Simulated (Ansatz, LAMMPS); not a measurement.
# Forces and charges in Li+ triflate in gamma-butyrolactone and sulfolane and fluoroethylene carbonate at 290 K (233 atoms), part 2 of 2

Wanted: forces, charges and levels of Li+ triflate in gamma-butyrolactone and sulfolane and fluoroethylene carbonate at 290 K (233 atoms).

Ansatz 0.2.0; Kohn-Sham DFT, LDA, PAW (set soft_2), plane waves.

The cell: 45 O, 9 S, 65 C, 101 H, 11 F and 2 Li. The network of contacts between molecules at the start is that of the classical potential that made the cell. The functional has no dispersion term. The density was typed from a rule of thumb and may lie off the real one at this temperature. Only the Γ point is sampled, in a cell whose shortest periodic width is 14 Å.

So far. Step 3 (Plane-wave single point): About 27 of the 768 electrons lie in deeper levels, below the stored range.

### Step 3. Plane-wave single point (continued)

Valence density in the ac plane at fractional y = 0.015, with atoms of H and S and O and C and F within 0.2 Å of it. It is the smooth field of the valence electrons, not physical close to the nuclei.

Ten steps, logarithmic in the rise over the least value, from '0' (0.00 × 1e0 e/Å³) to '9' (7.00 × 1e0 e/Å³), each cell a mean:
```
3356654210000023554321100011100000023554
5566543210000013554211000011111000136997
6666432100000001222100000123332100136887
4676420000000000000001222234665321112344
4799630000000112210012344445666421222112
4799630101111245531012345555444323455321
1233210123333466632000235654211123576421
0011001134555677642100124642100012354310
2112222234555566664100012221000000111111
1135786556654333443100010000000001233321
1136998654554211111012343210000002356531
1124676556665320000124788521000112356531
0001222235787520001235898631124432233211
2100000113565310124555565321246654221112
3210000011222100257875432111245665321123
2100013321100000258985334321124566543222
0000136653211100135653356631113567764211
0000135665444321011111245421013666654211
0000123456666532100000011100013553322111
0000122235676532100011110000001111101110
0000111124665321000124431000000000000000
0001111012432100000235642111100000000000
0023542101110000011123332223210000000000
1135653200000011222222111123210000001111
```
Columns run along a (13.7 Å), rows up along c (13.7 Å). Atoms in or near the plane, at fractional coordinates: H at (0.62, 0.69), S at (0.22, 0.55), O at (0.12, 0.55), C at (0.36, 0.67), H at (0.39, 0.75), H at (0.42, 0.62), C at (0.83, 0.29), H at (0.78, 0.24), H at (0.54, 0.11), F at (0.06, 0.78), O at (0.94, 0.91), H at (0.11, 0.03), O at (0.58, 0.48), O at (0.47, 0.35) and more.

Electrostatic potential energy in the ac plane at fractional y = 0.015, with atoms of H and S and O and C and F within 0.2 Å of it. With pseudopotentials it is smooth inside the atoms' cores, unlike the true potential.

Ten even steps from '0' (-41 eV) to '9' (7 eV), each cell a mean:
```
8873258999999999878999999999999999998778
6444478899999999889999999999999999995003
2004889999999999999999999999899999996113
6325899999999999999999999987336899999988
8300699999999998899999888786115899999999
9412799999999983399999885357778999988999
9999999988888743699999996368999999755899
8999999998756300489999996279999999988999
7899999987656633437999999899999999999987
8897435521258899758999999999999999999998
9995001201038999999999989999999999976799
9998656521147999999998422799999999976899
9999999988424899999887100699998899999999
9999999999878999998766656899984368999999
7899999999999999983126789999985137899998
9999998899999999971016888999998754579999
9999983378999999997678986799999710058999
9999986336888899999999998899998433378999
9999998666201689999999999999998469999999
9999999987101689999999999999999999999999
9999999998447899999996589999999999999999
9999999998779999999994389999999999999999
9998459999999999999998899998899999999999
9987358999999999999999999997899999999999
```
Columns run along a (13.7 Å; values clipped at the 3rd and 97th percentile), rows up along c (13.7 Å). Atoms in or near the plane, at fractional coordinates: H at (0.62, 0.69), S at (0.22, 0.55), O at (0.12, 0.55), C at (0.36, 0.67), H at (0.39, 0.75), H at (0.42, 0.62), C at (0.83, 0.29), H at (0.78, 0.24), H at (0.54, 0.11), F at (0.06, 0.78), O at (0.94, 0.91), H at (0.11, 0.03), O at (0.58, 0.48), O at (0.47, 0.35) and more.

Mean Löwdin charges: C -0.09, F -0.23, H +0.21, Li +0.72, O -0.51, S +2.15 e (they miss 1.5 % of the electrons, so they add up to more than the cell's charge). The largest share in the top eV of filled states is O p (80 % of the projected weight), and in the lowest eV of empty states C p (49 % of the projected weight).

### Step 4. Local order

Bonds and neighbours are counted at the geometry of the runs.

Density 1.38 g/cm³, 10.92 Å³ an atom.

Pair distribution functions g(r), in bins of 0.2 Å:

| r (Å) | total | H-H | H-C | H-O | H-F | H-S | H-Li |
| --- | --- | --- | --- | --- | --- | --- | --- |
| 1.00 | 1.79 | 0.00 | 7.40 | 0.00 | 0.00 | 0.00 | 0.00 |
| 1.20 | 1.59 | 0.00 | 5.55 | 0.00 | 0.00 | 0.00 | 0.00 |
| 1.40 | 1.53 | 0.00 | 0.00 | 0.00 | 0.00 | 0.00 | 0.00 |
| 1.60 | 0.40 | 0.42 | 0.00 | 0.00 | 0.00 | 0.00 | 0.00 |
| 1.80 | 0.66 | 2.33 | 0.00 | 0.00 | 0.00 | 0.00 | 0.00 |
| 2.00 | 0.65 | 0.21 | 1.23 | 1.24 | 1.36 | 0.00 | 0.00 |
| 2.20 | 1.51 | 0.73 | 3.66 | 0.19 | 0.19 | 1.08 | 0.00 |
| 2.40 | 1.05 | 2.02 | 0.11 | 0.73 | 0.46 | 4.55 | 0.00 |
| 2.60 | 1.08 | 1.52 | 0.36 | 1.43 | 1.93 | 0.16 | 0.00 |
| 2.80 | 0.78 | 1.08 | 0.73 | 1.57 | 0.71 | 0.55 | 0.00 |
| 3.00 | 0.86 | 1.20 | 0.69 | 1.25 | 0.92 | 0.86 | 0.53 |
| 3.20 | 0.89 | 0.61 | 1.11 | 1.34 | 1.16 | 0.89 | 0.00 |
| 3.40 | 0.94 | 0.60 | 1.27 | 1.16 | 0.86 | 1.04 | 0.87 |
| 3.60 | 0.84 | 0.93 | 0.79 | 0.71 | 0.84 | 1.72 | 0.39 |
| 3.80 | 0.86 | 0.98 | 0.76 | 0.79 | 0.95 | 1.40 | 1.40 |
| 4.00 | 0.89 | 1.06 | 0.72 | 0.80 | 0.74 | 0.41 | 1.57 |
| 4.20 | 0.98 | 0.94 | 0.90 | 1.27 | 0.93 | 0.88 | 0.85 |
| 4.40 | 1.00 | 0.97 | 0.83 | 1.09 | 0.89 | 0.58 | 0.78 |
| 4.60 | 0.95 | 0.82 | 0.97 | 0.96 | 0.87 | 0.95 | 1.44 |
| 4.80 | 0.93 | 0.83 | 0.91 | 0.88 | 1.34 | 0.88 | 0.87 |
| 5.00 | 1.04 | 0.89 | 1.04 | 1.08 | 1.10 | 0.80 | 1.01 |
| 5.20 | 1.14 | 1.17 | 1.11 | 1.18 | 1.04 | 0.82 | 0.73 |
| 5.40 | 1.06 | 1.09 | 0.98 | 0.90 | 1.16 | 1.10 | 1.03 |
| 5.60 | 1.08 | 1.00 | 1.19 | 1.04 | 1.16 | 1.14 | 1.43 |
| 5.80 | 1.04 | 1.15 | 1.08 | 0.76 | 0.87 | 0.99 | 1.78 |
| 6.00 | 1.06 | 1.08 | 1.04 | 0.97 | 0.73 | 0.99 | 1.53 |
| 6.20 | 1.02 | 1.04 | 1.11 | 0.95 | 0.88 | 1.07 | 1.17 |
| 6.40 | 1.02 | 0.95 | 1.12 | 0.97 | 1.18 | 0.79 | 0.86 |

Bonds by pair of elements; cutoffs follow the first minimum of g(r), held within bounds set by covalent radii, and pairs that aren't listed don't count as bonded:

| pair A-B | cutoff (Å) | bonds | mean length (Å) | spread (Å) | shortest (Å) | B about A | A about B |
| --- | --- | --- | --- | --- | --- | --- | --- |
| H-C | 1.34 | 101 | 1.10 | 0.033 | 1.01 | 1 | 1.55 |
| C-C | 1.85 | 41 | 1.50 | 0.033 | 1.41 | 1.26 | 1.26 |
| C-O | 1.73 | 40 | 1.34 | 0.072 | 1.21 | 0.615 | 0.889 |
| C-F | 1.62 | 11 | 1.35 | 0.034 | 1.31 | 0.169 | 1 |
| C-S | 2.21 | 16 | 1.77 | 0.025 | 1.73 | 0.246 | 1.78 |
| O-S | 1.88 | 20 | 1.45 | 0.02 | 1.42 | 0.444 | 2.22 |
| O-Li | 2.52 | 9 | 2.00 | 0.132 | 1.82 | 0.2 | 4.5 |

How many atoms have how many bonded neighbours:

| element | mean | 1 | 2 | 3 | 4 | 5 |
| --- | --- | --- | --- | --- | --- | --- |
| C | 3.85 | 0 | 0 | 10 | 55 | 0 |
| F | 1 | 11 | 0 | 0 | 0 | 0 |
| H | 1 | 101 | 0 | 0 | 0 | 0 |
| Li | 4.5 | 0 | 0 | 0 | 1 | 1 |
| O | 1.53 | 21 | 24 | 0 | 0 | 0 |
| S | 4 | 0 | 0 | 0 | 9 | 0 |

Bond angles (no mean is given where the spread exceeds 20°):

| angle | count | mean (°) | spread (°) |
| --- | --- | --- | --- |
| C-C-H | 149 | 111 | 4.3 |
| H-C-H | 48 | 110 | 5.1 |
| C-S-O | 34 | 109 | 3.7 |
| H-C-S | 28 | 108 | 4 |
| C-C-O | 25 | 109 | 9.5 |

Bond length by coordination (bonds to H left out):

| element | coordination | atoms | mean bond length (Å) |
| --- | --- | --- | --- |
| C | 3 | 10 | 1.34 |
| C | 4 | 55 | 1.51 |
| Li | 4 | 1 | 1.87 |
| Li | 5 | 1 | 2.10 |
| O | 1 | 21 | 1.37 |
| O | 2 | 24 | 1.50 |

Rings of the network by King's shortest-path rule, up to 12 atoms, one path for each pair of neighbours; H, halogens, alkali and alkaline-earth atoms are left out, and the last column divides by all other atoms, bonded or not:

| ring size (atoms) | rings | per network atom |
| --- | --- | --- |
| 5 | 17 | 0.143 |

Counting bonds as in the table, 85 % of C atoms have 4, all F atoms have 1, all H atoms have 1 and 50 % of Li atoms have 4 and as many 5 bonded neighbours. The C-C-H angle averages 111° with a spread of 4°. All rings counted have 5 atoms.

A closer look about C108, which bears the longest force: 10 atoms, nearest first, numbered in the order of the input, with positions taken from that point.

| atom | x | y | z | distance (Å) | bonds | Löwdin charge (e) | Fx | Fy | Fz (eV/Å) |
| --- | --- | --- | --- | --- | --- | --- | --- | --- | --- |
| C108 | 0.00 | 0.00 | 0.00 | 0.00 | 4 | -0.38 | -1.28 | -2.73 | -3.57 |
| H113 | -0.21 | 0.29 | 0.95 | 1.01 | 1 | 0.24 | -0.08 | 0.91 | 3.29 |
| H112 | 0.70 | 0.55 | -0.58 | 1.06 | 1 | 0.24 | 1.10 | 1.08 | -0.10 |
| C107 | 0.38 | -1.42 | -0.16 | 1.48 | 3 | 0.57 | 3.21 | -2.18 | 1.20 |
| C109 | -1.27 | -0.16 | -0.79 | 1.50 | 4 | -0.30 | -1.52 | 0.81 | -0.39 |
| H115 | -1.00 | -0.16 | -1.83 | 2.09 | 1 | 0.21 | 0.02 | -0.11 | -0.95 |
| H114 | -1.99 | 0.62 | -0.68 | 2.19 | 1 | 0.19 | -0.89 | 1.09 | 0.31 |
| C110 | -1.82 | -1.51 | -0.44 | 2.40 | 4 | -0.07 | -1.97 | 1.32 | -0.84 |
| O111 | -0.67 | -2.24 | -0.55 | 2.40 | 2 | -0.25 | 3.04 | -0.97 | 0.92 |
| O106 | 1.52 | -1.87 | 0.03 | 2.42 | 1 | -0.41 | -2.52 | 0.37 | -0.75 |

The column of bonds counts only the pairs H-C within 1.34 Å, C-C within 1.85 Å, C-O within 1.73 Å, C-F within 1.62 Å, C-S within 2.21 Å, O-S within 1.88 Å, O-Li within 2.52 Å; other neighbours, such as metal atoms beside each other in a compound, aren't counted, and periodic images can show an atom twice.

### Step 5. Results

| Quantity | Value |
| --- | --- |
| free energy per atom | -254.4422 eV/atom |
| pressure | 0.7753 GPa |
| r.m.s. force component | 0.9995 eV/Å |
| gap (highest filled to lowest empty level) | 3.761 eV |
| wall time of the 1 DFT run | 55 s |

In words: Between filled and empty levels lie 3.76 eV (at Γ alone); a local or semilocal functional tends to put such gaps too low. In a disordered cell it changes from sample to sample and from frame to frame. Counting bonds as in the table, 85 % of C atoms have 4, all F atoms have 1, all H atoms have 1 and 50 % of Li atoms have 4 and as many 5 bonded neighbours.

What to keep in mind: The force components of 1.00 eV/Å r.m.s. hold both thermal displacement and the mismatch between the potential that made the cell and DFT, above all in bond lengths inside molecules. The pressure of a single frame lacks the kinetic term.

[Logs are printed without paths, hosts, clocks, repeated set-up lines and the standing remarks that a program may print on its own settings, such as how far it seeks lower states.]

[Hosts, paths, dates, database ids (printed as entryN), source tags and the programs' standing remarks are cut or masked in the printed files.]
